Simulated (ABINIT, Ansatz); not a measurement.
# ZrPbO3 (Pm-3m): modes at Γ and the response to a field

Wanted: the vibrations of ZrPbO3 (Pm-3m) at Γ, by two programs.

Calculated with ABINIT 10.8.3; DFT LDA, scalar-relativistic, plane waves, PseudoDojo norm-conserving pseudopotentials.

## (1) The structure

The structure is cubic, space group Pm-3m (No. 221). Conventional cell: a = 4.108 Å, b = 4.108 Å, c = 4.108 Å, α = 90.00°, β = 90.00°, γ = 90.00°. Nearest to Pb lie 12 O at 2.90 Å. Nearest to Zr lie 6 O at 2.05 Å. O has 2 Zr at 2.05 Å nearest. Farther neighbours and most contacts between anions are not listed.

## (2) Relaxation

The harmonic expansion needs vanishing forces, and a free crystal bears no stress, so cell and atoms are brought to rest. Stress is more sensitive to the basis than forces are: the last 3 Ha under the cutoff are smoothed with ecutsm, and the cutoff is raised above that of the later runs.

The starting cell comes from a relaxation made beforehand in Ansatz (LDA, PseudoDojo NC).

Input file relax.abi:

```
# relaxation
ionmov 2
optcell 2
dilatmx 1.08
ntime 40
tolmxf 1.0d-05
tolvrs 1.0d-14
prtwf 0
prtden 0
chksymtnons 0

# basis, mesh and filling
ecut 44.0
ecutsm 3.0
ngkpt 6 6 6
nshiftk 1
shiftk 0.0 0.0 0.0
istwfk *1
occopt 1
nband 22
nstep 100
diemac 9.0
prtebands 0
prtgsr 0
useylm 1

# cell and atoms
acell 7.763039956 7.763039956 7.763039956
rprim 
    1.0 0.0 0.0
    0.0 1.0 0.0
    0.0 0.0 1.0
ntypat 3
znucl 82 40 8
natom 5
typat 1 2 3 3 3
xred 
    0.0 0.0 0.0
    0.5 0.5 0.5
    0.5 0.5 0.0
    0.5 0.0 0.5
    0.0 0.5 0.5
pp_dirpath "./pseudo"
pseudos "Pb.upf, Zr.upf, O.upf"
```

On the command line:

```
$ OMP_NUM_THREADS=1 mpirun -n 4 abinit relax.abi > relax.log
```

Numbers of over 12 decimals in the logs are rounded to 6 here.

relax.abo, the main output file:

```text
[banners, grids, parts of the stress and lines that vanish by symmetry left out]
- input  file    -> relax.abi
- output file    -> relax.abo
- root for input  files -> relaxi
[...]
Symmetries : space group Pm -3 m (#221); Bravais cP (primitive cubic)
[...]
mpw =        8260          nfft =      157464          nkpt =          20
[...]
== DATASET  1 ==================================================================
[...]
cutoff_energies: {ecut:  44.0, pawecutdg:  -1.0, }
[...]
ETOT  1  -169.58811151266    -1.696E+02 3.757E-01 1.134E+03
 ETOT  2  -170.64443364850    -1.056E+00 2.679E-01 1.168E+02
 ETOT  3  -170.65155195878    -7.118E-03 9.853E-03 1.979E+02
 ETOT  4  -170.66829182014    -1.674E-02 1.205E-03 1.042E+02
 ETOT  5  -170.68431222847    -1.602E-02 1.690E-04 1.539E+00
[...]
At SCF step   21       vres2   =  2.88E-16 < tolvrs=  1.00E-14 =>converged.
[...]
sigma(1 1)=  6.21101169E-07  sigma(3 2)=  0.00000000E+00
  sigma(2 2)=  6.21101169E-07  sigma(3 1)=  0.00000000E+00
  sigma(3 3)=  6.21101169E-07  sigma(2 1)=  0.00000000E+00
[...]
convergence: {deltae:  1.165E-12, res2:  2.881E-16, residm:  1.003E-15, diffor: null, }
etotal    :  -1.70684718E+02
[...]
ETOT  1  -170.68471773132    -1.707E+02 3.207E-10 7.062E-04
[...]
At SCF step   10       vres2   =  7.75E-15 < tolvrs=  1.00E-14 =>converged.
[...]
sigma(1 1)=  2.76683231E-07  sigma(3 2)=  0.00000000E+00
  sigma(2 2)=  2.76683231E-07  sigma(3 1)=  0.00000000E+00
  sigma(3 3)=  2.76683231E-07  sigma(2 1)=  0.00000000E+00
[...]
convergence: {deltae:  1.336E-11, res2:  7.749E-15, residm:  7.133E-18, diffor: null, }
etotal    :  -1.70684718E+02
[...]
ETOT  1  -170.68471776418    -1.707E+02 2.972E-10 4.557E-04
[...]
ETOT  9  -170.68471781908    -6.594E-12 3.121E-17 7.696E-13
 ETOT 10  -170.68471781907     4.974E-12 2.724E-18 4.985E-15
 At SCF step   10       vres2   =  4.98E-15 < tolvrs=  1.00E-14 =>converged.
[...]
sigma(1 1)= -4.61562698E-11  sigma(3 2)=  0.00000000E+00
  sigma(2 2)= -4.61562767E-11  sigma(3 1)=  0.00000000E+00
  sigma(3 3)= -4.61562837E-11  sigma(2 1)=  0.00000000E+00
[...]
convergence: {deltae:  4.974E-12, res2:  4.985E-15, residm:  2.724E-18, diffor: null, }
etotal    :  -1.70684718E+02
[...]
At Broyd/MD step   3, gradients are converged :
[...]
sigma(1 1)= -4.61562698E-11  sigma(3 2)=  0.00000000E+00
  sigma(2 2)= -4.61562767E-11  sigma(3 1)=  0.00000000E+00
  sigma(3 3)= -4.61562837E-11  sigma(2 1)=  0.00000000E+00
[...]
- sigma(1 1)= -1.35796434E-06  sigma(3 2)=  0.00000000E+00
- sigma(2 2)= -1.35796454E-06  sigma(3 1)=  0.00000000E+00
- sigma(3 3)= -1.35796475E-06  sigma(2 1)=  0.00000000E+00
[...]
fcart     -0.0000000000E+00 -0.0000000000E+00 -0.0000000000E+00
           strten     -4.6156269778E-11 -4.6156276717E-11 -4.6156283656E-11
================================================================================

[key lines of the parts left out:]
pressure_GPa:   1.3580E-06
Total energy (etotal) [Ha]= -1.70684717819070E+02
```

It took 5.3 min on 4 MPI ranks of Intel Xeon Platinum 8259CL at 2.50GHz (Skylake/Cascade Lake), shared host; 21 min of CPU time.

Little changed from the start: no atom moved by 0.005 Å and no cell edge by 0.1 %.

Read from the output:

| Quantity | Value |
| --- | --- |
| volume per atom | 13.86 Å³ |
| pressure | 1.36e-6 GPa |

## (3) Self-consistent run for the response

The response is built on these wavefunctions, so the potential is converged far more tightly than an energy would need.

Input file gs.abi:

```
# ground state
tolvrs 1.0d-16
prtden 1
prtwf 1

# basis, mesh and filling
ecut 36.0
ngkpt 6 6 6
nshiftk 1
shiftk 0.0 0.0 0.0
istwfk *1
occopt 1
nband 22
nstep 100
diemac 9.0
prtebands 0
prtgsr 0
useylm 1

# cell and atoms
acell 7.762779117 7.762779117 7.762779117
rprim 
    1.0 0.0 0.0
    0.0 1.0 0.0
    0.0 0.0 1.0
ntypat 3
znucl 82 40 8
natom 5
typat 1 2 3 3 3
xred 
    0.0 0.0 0.0
    0.5 0.5 0.5
    0.5 0.5 0.0
    0.5 0.0 0.5
    0.0 0.5 0.5
pp_dirpath "./pseudo"
pseudos "Pb.upf, Zr.upf, O.upf"
```

On the command line:

```
$ OMP_NUM_THREADS=1 mpirun -n 4 abinit gs.abi > gs.log
```

gs.abo, the main output file:

```text
[banners, grids, parts of the stress and lines that vanish by symmetry left out]
- input  file    -> gs.abi
- output file    -> gs.abo
- root for input  files -> gsi
[...]
Symmetries : space group Pm -3 m (#221); Bravais cP (primitive cubic)
[...]
mpw =        4853          nfft =       91125          nkpt =          20
[...]
== DATASET  1 ==================================================================
[...]
cutoff_energies: {ecut:  36.0, pawecutdg:  -1.0, }
[...]
ETOT  1  -169.53159294691    -1.695E+02 2.524E-01 6.627E+02
 ETOT  2  -170.65042459132    -1.119E+00 1.703E-01 4.818E+01
 ETOT  3  -170.65510368548    -4.679E-03 1.317E-02 9.696E+01
 ETOT  4  -170.67064656006    -1.554E-02 9.246E-04 4.573E+01
 ETOT  5  -170.68298639103    -1.234E-02 8.974E-05 1.824E+00
[...]
ETOT 20  -170.68364865913    -5.770E-12 6.625E-16 2.057E-16
 ETOT 21  -170.68364865913     4.434E-12 2.166E-16 7.426E-18
 At SCF step   21       vres2   =  7.43E-18 < tolvrs=  1.00E-16 =>converged.
[...]
sigma(1 1)=  2.75836317E-05  sigma(3 2)=  0.00000000E+00
  sigma(2 2)=  2.75836317E-05  sigma(3 1)=  0.00000000E+00
  sigma(3 3)=  2.75836317E-05  sigma(2 1)=  0.00000000E+00
[...]
convergence: {deltae:  4.434E-12, res2:  7.426E-18, residm:  2.166E-16, diffor: null, }
etotal    :  -1.70683649E+02
[...]
sigma(1 1)=  2.75836317E-05  sigma(3 2)=  0.00000000E+00
  sigma(2 2)=  2.75836317E-05  sigma(3 1)=  0.00000000E+00
  sigma(3 3)=  2.75836317E-05  sigma(2 1)=  0.00000000E+00
[...]
- sigma(1 1)=  8.11538463E-01  sigma(3 2)=  0.00000000E+00
- sigma(2 2)=  8.11538463E-01  sigma(3 1)=  0.00000000E+00
- sigma(3 3)=  8.11538463E-01  sigma(2 1)=  0.00000000E+00
[...]
fcart     -0.0000000000E+00 -0.0000000000E+00 -0.0000000000E+00
           strten      2.7583631715E-05  2.7583631715E-05  2.7583631715E-05
================================================================================

[key lines of the parts left out:]
pressure_GPa:  -8.1154E-01
```

It took 86 s on 4 MPI ranks.

Numbers from this step:

| Quantity | Value |
| --- | --- |
| pressure | -0.8115 GPa |

The cell stands at -0.81 GPa: the relaxation ran with a smoothed and higher cutoff, and the difference is a stress of the finite basis.

## (4) Empty bands

Empty bands on the ground state's density check that the gap assumed so far is there in this cell.

Input file gap.abi:

```
# empty bands on the ground state's density
iscf -2
getden_filepath "gso_DEN"
tolwfr 1.0d-12
nbdbuf 2
prtwf 0

# basis, mesh and filling
ecut 36.0
ngkpt 6 6 6
nshiftk 1
shiftk 0.0 0.0 0.0
istwfk *1
occopt 1
nband 26
nstep 100
diemac 9.0
prtebands 0
prtgsr 0
useylm 1

# cell and atoms
acell 7.762779117 7.762779117 7.762779117
rprim 
    1.0 0.0 0.0
    0.0 1.0 0.0
    0.0 0.0 1.0
ntypat 3
znucl 82 40 8
natom 5
typat 1 2 3 3 3
xred 
    0.0 0.0 0.0
    0.5 0.5 0.5
    0.5 0.5 0.0
    0.5 0.0 0.5
    0.0 0.5 0.5
pp_dirpath "./pseudo"
pseudos "Pb.upf, Zr.upf, O.upf"
```

On the command line:

```
$ OMP_NUM_THREADS=1 mpirun -n 4 abinit gap.abi > gap.log
```

gap.abo, the main output file:

```text
[banners, grids, parts of the stress and lines that vanish by symmetry left out]
- input  file    -> gap.abi
- output file    -> gap.abo
- root for input  files -> gapi
[...]
Symmetries : space group Pm -3 m (#221); Bravais cP (primitive cubic)
[...]
mpw =        4853          nfft =       91125          nkpt =          20
[...]
== DATASET  1 ==================================================================
[...]
cutoff_energies: {ecut:  36.0, pawecutdg:  -1.0, }
[...]
-outvars: echo values of variables after computation
            acell      7.7627791170E+00  7.7627791170E+00  7.7627791170E+00 Bohr
================================================================================
```

The job ended after 55 s (4 MPI ranks).

This step gave:

| Quantity | Value |
| --- | --- |
| gap on the k-mesh | 2.372 eV |

In this cell the gap on the mesh is 2.4 eV, direct, so fixed occupations hold.

## (5) Zone-centre response

The derivative of the wavefunctions by k comes first, since the response to a field is built on it; then the field and the displacements that symmetry doesn't supply are solved at q = 0.

It reads the wavefunctions written in step 3.

Input file dfpt_gamma.abi:

```
ndtset 2

# common to the responses
getwfk_filepath "gso_WFK"
kptopt 2
nqpt 1
qpt 0.0 0.0 0.0
asr 0
chneut 0

# d/dk
rfelfd1 2
rfdir1 1 1 1
iscf1 -3
tolwfr1 1.0d-20

# displacements, field
rfphon2 1
rfatpol2 1 5
rfdir2 1 1 1
rfelfd2 3
getddk2 1
tolvrs2 1.0d-10
prtwf2 0

# basis, mesh and filling
ecut 36.0
ngkpt 6 6 6
nshiftk 1
shiftk 0.0 0.0 0.0
istwfk *1
occopt 1
nband 22
nstep 100
diemac 9.0
prtebands 0
prtgsr 0
useylm 1

# cell and atoms
acell 7.762779117 7.762779117 7.762779117
rprim 
    1.0 0.0 0.0
    0.0 1.0 0.0
    0.0 0.0 1.0
ntypat 3
znucl 82 40 8
natom 5
typat 1 2 3 3 3
xred 
    0.0 0.0 0.0
    0.5 0.5 0.5
    0.5 0.5 0.0
    0.5 0.0 0.5
    0.0 0.5 0.5
pp_dirpath "./pseudo"
pseudos "Pb.upf, Zr.upf, O.upf"
```

On the command line:

```
$ OMP_NUM_THREADS=1 mpirun -n 4 abinit dfpt_gamma.abi > dfpt_gamma.log
```

dfpt_gamma.abo, the main output file:

```text
[banners, grids, parts of the stress and lines that vanish by symmetry left out]
- input  file    -> dfpt_gamma.abi
- output file    -> dfpt_gamma.abo
- root for input  files -> dfpt_gammai
[...]
DATASET    1 : space group Pm -3 m (#221); Bravais cP (primitive cubic)
[...]
nfft =       91125          nkpt =         112
[...]
DATASET    2 : space group Pm -3 m (#221); Bravais cP (primitive cubic)
[...]
nfft =       91125          nkpt =         112
[...]
== DATASET  1 ==================================================================
[...]
cutoff_energies: {ecut:  36.0, pawecutdg:  -1.0, }
[...]
-  8.00000   6.00000  201201                  znucl, zion, pspdat
[...]
Perturbation : derivative vs k along direction   1
[...]
-ETOT  1  -41.359460298244     -4.136E+01 7.338E-01 0.000E+00
 ETOT  2  -41.677726499016     -3.183E-01 5.489E-02 0.000E+00
 ETOT  3  -41.692609954217     -1.488E-02 2.165E-03 0.000E+00
 ETOT  4  -41.693637534835     -1.028E-03 5.292E-04 0.000E+00
 ETOT  5  -41.693720337705     -8.280E-05 1.912E-05 0.000E+00
[...]
At SCF step   23   max residual=  9.98E-21 < tolwfr=  1.00E-20 =>converged.
[...]
Perturbation : derivative vs k along direction   2
[...]
-ETOT  1  -41.358344881301     -4.136E+01 7.338E-01 0.000E+00
[...]
At SCF step   25   max residual=  9.98E-21 < tolwfr=  1.00E-20 =>converged.
[...]
Perturbation : derivative vs k along direction   3
[...]
-ETOT  1  -41.359460501883     -4.136E+01 7.338E-01 0.000E+00
[...]
At SCF step   25   max residual=  9.98E-21 < tolwfr=  1.00E-20 =>converged.
[...]
1        1       0.8828317481    0.0000000000
     1        2       0.0000000000    0.0000000000
     1        3       0.0000000000    0.0000000000
     2        1       0.0000000000    0.0000000000
     2        2       0.8828317481    0.0000000000
     2        3       0.0000000000    0.0000000000
     3        1       0.0000000000    0.0000000000
     3        2       0.0000000000    0.0000000000
     3        3       0.8828317481    0.0000000000
[...]
== DATASET  2 ==================================================================
[...]
cutoff_energies: {ecut:  36.0, pawecutdg:  -1.0, }
[...]
Perturbation : displacement of atom   1   along direction   1
[...]
-ETOT  1   2.891492     -1.141E+04 1.755E+01 6.621E+02
[...]
At SCF step   12       vres2   =  1.72E-11 < tolvrs=  1.00E-10 =>converged.
[...]
Perturbation : displacement of atom   2   along direction   1
[...]
-ETOT  1   9.978493     -2.608E+03 1.224E+01 1.200E+03
[...]
At SCF step   13       vres2   =  2.11E-11 < tolvrs=  1.00E-10 =>converged.
[...]
Perturbation : displacement of atom   3   along direction   1
[...]
-ETOT  1   5.712383     -3.577E+03 2.657E+00 6.036E+03
[...]
At SCF step   14       vres2   =  1.35E-11 < tolvrs=  1.00E-10 =>converged.
[...]
Perturbation : displacement of atom   3   along direction   3
[...]
-ETOT  1   19.751421813398     -3.717E+03 5.183E+00 1.153E+04
[...]
At SCF step   13       vres2   =  1.20E-11 < tolvrs=  1.00E-10 =>converged.
[...]
Perturbation : homogeneous electric field along direction   1
[...]
-ETOT  1  -130.34033775383     -1.303E+02 7.868E+00 2.873E+04
[...]
ETOT 13  -144.89130953165     -2.603E-11 6.539E-11 7.788E-10
 ETOT 14  -144.89130953165     -3.837E-12 1.133E-11 9.930E-11
 At SCF step   14       vres2   =  9.93E-11 < tolvrs=  1.00E-10 =>converged.
[...]
Dielectric tensor, in cartesian coordinates,
[...]
1    7   1    7         6.9412144562        -0.0000000000
   1    7   2    7        -0.0000000000        -0.0000000000
   1    7   3    7        -0.0000000000        -0.0000000000
   2    7   1    7        -0.0000000000        -0.0000000000
   2    7   2    7         6.9412144562        -0.0000000000
   2    7   3    7        -0.0000000000        -0.0000000000
   3    7   1    7        -0.0000000000        -0.0000000000
   3    7   2    7        -0.0000000000        -0.0000000000
   3    7   3    7         6.9412144562        -0.0000000000
  Effective charges, in cartesian coordinates,
[...]
1    1   1    7         3.9016706036         0.0000000000
   2    1   1    7         0.0000000000         0.0000000000
   3    1   1    7         0.0000000000         0.0000000000
   1    2   1    7         5.9246222344         0.0000000000
   2    2   1    7         0.0000000000         0.0000000000
[...]
Effective charges, in cartesian coordinates,
[...]
2    7   1    5         0.0000000000         0.0000000000
   3    7   1    5         0.0000000000         0.0000000000
   1    7   2    5         0.0000000000         0.0000000000
   2    7   2    5        -2.4841041054         0.0000000000
   3    7   2    5         0.0000000000         0.0000000000
   1    7   3    5         0.0000000000         0.0000000000
   2    7   3    5         0.0000000000         0.0000000000
   3    7   3    5        -2.4841041054         0.0000000000
  Phonon wavevector (reduced coordinates) :  0.00000  0.00000  0.00000
 Phonon energies in Hartree :
[...]
Phonon frequencies in cm-1    :
- -1.416875E+02 -1.416875E+02 -1.416875E+02  1.577215E+00  1.577215E+00
-  1.577215E+00  3.012634E+01  3.012634E+01  3.012634E+01  1.530368E+02
-  1.530368E+02  1.530368E+02  5.779457E+02  5.779457E+02  5.779457E+02
  Phonon at Gamma, with non-analyticity in the
[...]
Phonon energies in Hartree :
[...]
Phonon frequencies in cm-1    :
- -1.416875E+02 -1.416875E+02  1.558189E+00  1.577215E+00  1.577215E+00
-  3.012634E+01  3.012634E+01  3.012634E+01  8.657006E+01  1.530368E+02
-  1.530368E+02  3.200598E+02  5.779457E+02  5.779457E+02  7.107063E+02
  Phonon at Gamma, with non-analyticity in the
[...]
Phonon energies in Hartree :
[...]
Phonon frequencies in cm-1    :
- -1.416875E+02 -1.416875E+02  1.558189E+00  1.577215E+00  1.577215E+00
-  3.012634E+01  3.012634E+01  3.012634E+01  8.657006E+01  1.530368E+02
-  1.530368E+02  3.200598E+02  5.779457E+02  5.779457E+02  7.107063E+02
  Phonon at Gamma, with non-analyticity in the
[...]
Phonon energies in Hartree :
[...]
Phonon frequencies in cm-1    :
- -1.416875E+02 -1.416875E+02  1.558189E+00  1.577215E+00  1.577215E+00
-  3.012634E+01  3.012634E+01  3.012634E+01  8.657006E+01  1.530368E+02
-  1.530368E+02  3.200598E+02  5.779457E+02  5.779457E+02  7.107063E+02
[...]
fcart2     0.0000000000E+00  0.0000000000E+00  0.0000000000E+00
           strten2     0.0000000000E+00  0.0000000000E+00  0.0000000000E+00
================================================================================
```

Run time: 32 min. Hardware: 4 MPI ranks; 2.1 h of CPU time.

This step gave:

* miss of the charge sum rule: 0.01715 e
* largest acoustic frequency at the zone centre before the sum rule: 1.58 cm⁻¹
* highest optical zone-centre mode (no LO-TO term): 578.0 cm⁻¹
* lowest optical zone-centre mode: -141.7 cm⁻¹
* mean high-frequency dielectric constant: 6.941
* largest Born charge in size (third of the trace): 5.925 e

Born charge (rows field, columns displacement), before the sum rule (e), principal values of the symmetric part by kind of site:

```
atom  atoms with these values    low  middle   high   mean
 Pb1                        1   3.90    3.90   3.90   3.90
 Zr2                        1   5.92    5.92   5.92   5.92
  O3                        3  -4.88   -2.48  -2.48  -3.28
```

In full for Pb1:

```
3.90 0.00 0.00
0.00 3.90 0.00
0.00 0.00 3.90
```

High-frequency dielectric tensor:

```
6.94 0.00 0.00
0.00 6.94 0.00
0.00 0.00 6.94
```

The acoustic modes at Γ come out as far as 1.6 cm⁻¹ from zero, where they should vanish, a small numerical error; the Born charges miss their sum rule by 0.017 e, which is good. The lowest optical mode is imaginary, 142i cm⁻¹, an instability at this level and on this k mesh.

[end of part 1 of 3]

[Host names and launcher messages were left out of these logs when they were recorded.]

[Logs are printed without paths, hosts, clocks, repeated set-up lines and the standing remarks that a program may print on its own settings, such as how far it seeks lower states.]

[Hosts, paths, dates, database ids (printed as entryN), source tags and the programs' standing remarks are cut or masked in the printed files.]
